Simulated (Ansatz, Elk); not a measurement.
# How far do independent atoms describe CsK3H4?

Structure refinements treat a crystal as free atoms side by side. For a made-up structure of CsK3H4 (cell and positions from a PBEsol relaxation) the runs below show what the calculated density changes in F(hkl).

Main program and level: Elk 11.2.3 (patched build); DFT, PBE, all-electron APW+lo, Dirac cores, scalar-relativistic bands, static density, no spin.

This account leaves out most program logs.

The structure was built from a prototype and need not be the compound's stable phase.

### Step 1. The starting structure

It takes space group Pm-3m (No. 221, cubic). Conventional cell: a = 5.842 Å, b = 5.842 Å, c = 5.842 Å, α = 90.00°, β = 90.00°, γ = 90.00°. Cs has 6 H at 2.92 Å nearest. Nearest to K lie 6 H at 2.92 Å. H has 4 K at 2.92 Å and 2 Cs at 2.92 Å nearest. H has 6 K at 2.92 Å nearest. Farther neighbours are not listed.

### Step 2. Ground state and structure factors

An all-electron density is needed, since X-rays see the cores too. Task 0 finds the density and task 195 Fourier-transforms it; tshift is off so that phases refer to the origin typed.

The input, elk.in:

```
tasks
  0
  195

xctype
  20

spinpol
  .false.

rgkmax
  7.0

gmaxvr
  14.0

lmaxo
  7

lmaxapw
  8

swidth
  0.002

tshift
  .false.

ramdisk
  .false.

hmaxvr
  5.5

maxscl
  120

epspot
  1e-06

sppath
  './'

avec
  11.03978002006 0.00000000000 0.00000000000
  0.00000000000 11.03978002006 0.00000000000
  0.00000000000 0.00000000000 11.03978002006

atoms
  3
  'Cs.in'
  1
  0.5000000000 0.5000000000 0.5000000000   0.000000 0.000000 0.000000
  'K.in'
  3
  0.5000000000 0.0000000000 0.0000000000   0.000000 0.000000 0.000000
  0.0000000000 0.5000000000 0.0000000000   0.000000 0.000000 0.000000
  0.0000000000 0.0000000000 0.5000000000   0.000000 0.000000 0.000000
  'H.in'
  4
  0.0000000000 0.5000000000 0.5000000000   0.000000 0.000000 0.000000
  0.5000000000 0.0000000000 0.5000000000   0.000000 0.000000 0.000000
  0.5000000000 0.5000000000 0.0000000000   0.000000 0.000000 0.000000
  0.0000000000 0.0000000000 0.0000000000   0.000000 0.000000 0.000000

ngridk
  4 4 4
```

Run with:

```
$ OMP_NUM_THREADS=4 elk
```

Wall time 89 s (4 threads of Arm Neoverse V1, shared host); peak memory 0.45 GiB.

SFACRHO.OUT:

```text

h k l indices transformed by vhmat matrix:
   1.000000000       0.000000000       0.000000000    
   0.000000000       1.000000000       0.000000000    
   0.000000000       0.000000000       1.000000000    

      h      k      l  multipl.   |H|            Re(F)            Im(F)           |F|

      0      0      0      1   0.0000000       116.00000      0.35305418E-15   116.00000    
      1      0      0      6  0.56914044      -34.440736      0.37649330E-13   34.440736    
      0     -1     -1     12  0.80488614       33.151049      0.37495920E-13   33.151049    
     -1     -1     -1      8  0.98578017      -89.671958     -0.12230670E-12   89.671958    
      0      2      0      6   1.1382809       93.096953     -0.68479491E-13   93.096953    
     -1     -2      0     24   1.2726367      -30.506781     -0.86818457E-13   30.506781    
      1     -1     -2     24   1.3941037       29.812110      0.62746003E-13   29.812110    
      0     -2      2     12   1.6097723       80.561853      0.15087246E-13   80.561853    
     -1      2     -2     24   1.7074213      -28.238772     -0.12313507E-13   28.238772    
     -3      0      0      6   1.7074213      -28.220504     -0.23017412E-13   28.220504    
      0     -1      3     24   1.7997801       27.775295     -0.11547602E-13   27.775295    
     -3      1      1     24   1.8876253      -71.654945      0.19954115E-13   71.654945    
     -2     -2      2      8   1.9715603       72.512374      0.57051746E-13   72.512374    
      3      0     -2     24   2.0520651      -26.675688      0.62297816E-14   26.675688    
     -1     -2      3     48   2.1295285       26.337927      0.69178602E-13   26.337927    
      0      0      4      6   2.2765618       66.886610     -0.10519916E-12   66.886610    
     -1      0      4     24   2.3466262      -25.437400     -0.15570210E-13   25.437400    
     -3     -2      2     24   2.3466262      -25.447672     -0.80372220E-13   25.447672
```

Elk indexes on the primitive cell of elk.in and gives |H| = 4π sin θ/λ in inverse bohr. Below, one row stands for each form hkl of the conventional cell (m members, Friedel mates merged), F is for one primitive cell and the density is static (no thermal factor). Free-atom factors are Waasmaier and Kirfel's, and R is Σm||F|−|F'||/Σm|F|.

| hkl | m | sin θ/λ (Å⁻¹) | abs F, DFT | neutral atoms | diff. |
| --- | --- | --- | --- | --- | --- |
| 100 | 6 | 0.086 | 34.441 | 34.331 | +0.110 |
| 110 | 12 | 0.121 | 33.151 | 33.130 | +0.021 |
| 111 | 8 | 0.148 | 89.672 | 90.720 | -1.048 |
| 200 | 6 | 0.171 | 93.097 | 91.938 | +1.159 |
| 210 | 24 | 0.191 | 30.507 | 30.483 | +0.024 |
| 211 | 24 | 0.210 | 29.812 | 29.814 | -0.002 |
| 220 | 12 | 0.242 | 80.562 | 80.128 | +0.434 |
| 221 | 24 | 0.257 | 28.239 | 28.218 | +0.021 |
| 300 | 6 | 0.257 | 28.221 | 28.218 | +0.002 |
| 310 | 24 | 0.271 | 27.775 | 27.785 | -0.010 |
| 311 | 24 | 0.284 | 71.655 | 71.759 | -0.104 |
| 222 | 8 | 0.296 | 72.512 | 72.299 | +0.213 |
| 320 | 24 | 0.309 | 26.676 | 26.674 | +0.001 |
| 321 | 48 | 0.320 | 26.338 | 26.349 | -0.011 |
| 400 | 6 | 0.342 | 66.887 | 66.734 | +0.153 |
| 410 | 24 | 0.353 | 25.437 | 25.460 | -0.023 |
| 322 | 24 | 0.353 | 25.448 | 25.460 | -0.013 |
| 411 | 24 | 0.363 | 25.154 | 25.186 | -0.032 |

### Step 3. The highest occupied states alone

An energy window below the Fermi level keeps the highest occupied states, to see at which angles they scatter; shallow core shells can lie inside it and anion s states outside. No new self-consistency is needed.

elk.in, as its differences from that of step 2:

```diff
@@ -1,3 +1,2 @@
 tasks
-  0
   195
@@ -40,2 +39,5 @@
 
+wsfac
+  -0.356840 0.384150
+
 sppath
```

Run with:

```
$ OMP_NUM_THREADS=4 elk
```

It took 28 s on 4 threads; peak memory 0.22 GiB.

States within 12 eV below the Fermi level hold 14.00 electrons; any levels below the window count with the cores. Their amplitudes can exceed the total, where window and core parts have opposite phase:

| hkl | sin θ/λ (Å⁻¹) | abs F, window | abs F, all |
| --- | --- | --- | --- |
| 100 | 0.086 | 4.552 | 34.441 |
| 110 | 0.121 | 3.423 | 33.151 |
| 111 | 0.148 | 1.106 | 89.672 |
| 200 | 0.171 | 5.315 | 93.097 |
| 210 | 0.191 | 1.428 | 30.507 |
| 211 | 0.210 | 0.985 | 29.812 |
| 220 | 0.242 | 2.357 | 80.562 |
| 221 | 0.257 | 0.227 | 28.239 |
| 300 | 0.257 | 0.212 | 28.221 |
| 310 | 0.271 | 0.048 | 27.775 |

### Step 4. Another functional

The difference from free atoms is small, so it is set against the change that LDA (Perdew-Wang) makes.

elk.in, as its differences from that of step 3:

```diff
@@ -1,2 +1,3 @@
 tasks
+  0
   195
@@ -4,3 +5,3 @@
 xctype
-  20
+  3
 
@@ -39,5 +40,2 @@
 
-wsfac
-  -0.356840 0.384150
-
 sppath
```

Run with:

```
$ OMP_NUM_THREADS=4 elk
```

It took 58 s on 4 threads; peak memory 0.41 GiB; 2.6 min of CPU time.

Against the first run R = 0.06 %; the largest change is -0.209 at 200.

### Step 5. A coarser k-mesh

About half the k-points along each axis test the sampling.

elk.in, as its differences from that of step 4:

```diff
@@ -5,3 +5,3 @@
 xctype
-  3
+  20
 
@@ -66,2 +66,2 @@
 ngridk
-  4 4 4
+  2 2 2
```

Run with:

```
$ OMP_NUM_THREADS=4 elk
```

Wall time 68 s (4 threads); peak memory 0.44 GiB; 2.3 min of CPU time.

Against the first run R = 0.00 %; the largest change is +0.015 at 200.

### Step 6. Settings against the effect

| run | R against the first run (%) | R against neutral atoms, low angle (%) | wall time |
| --- | --- | --- | --- |
| PBE, rgkmax 7 | 0.00 | 0.33 | 89 s |
| LDA (Perdew-Wang) | 0.06 | 0.27 | 58 s |
| k-mesh 2×2×2 | 0.00 | 0.35 | 68 s |

### Step 7. Summary of results

| Property | Result |
| --- | --- |
| R against neutral atoms, sin θ/λ < 0.3 Å⁻¹ | 0.33 % |
| R against neutral atoms, 0.3 to 0.83 Å⁻¹ | 0.12 % |

Independent neutral atoms miss the calculated amplitudes by R = 0.33 % below 0.3 Å⁻¹ and 0.12 % from there to 0.83 Å⁻¹; by shells, 0.70 % below 0.15 Å⁻¹ (3 forms), 0.26 % 0.15 to 0.3 (9 forms), 0.10 % 0.3 to 0.45 (18 forms), 0.13 % above 0.45 (99 forms). Bonding, aspherical density and the tables' own atoms all enter these figures, and the runs don't part them. The largest change of an amplitude is +1.16 electrons, at 200. The window's part falls from 14.0 electrons at the origin to at most 0.35 between 0.45 and 0.83 Å⁻¹. The window holds more than the 8 outer electrons of the free atoms, so shallow core shells lie inside it. Below 0.3 Å⁻¹ the changes that finished (LDA (Perdew-Wang) and k-mesh 2×2×2) move F by R = 0.10 % at most, against the 0.33 % that separates it from free atoms. The basis has no finished test. Part of the difference isn't bonding: the tables are fits to free atoms and ions calculated by other methods than this functional. Thermal motion, anomalous dispersion and extinction are left out.

[Logs are printed without paths, hosts, clocks, repeated set-up lines and the standing remarks that a program may print on its own settings, such as how far it seeks lower states.]

[Hosts, paths, dates, database ids (printed as entryN), source tags and the programs' standing remarks are cut or masked in the printed files.]
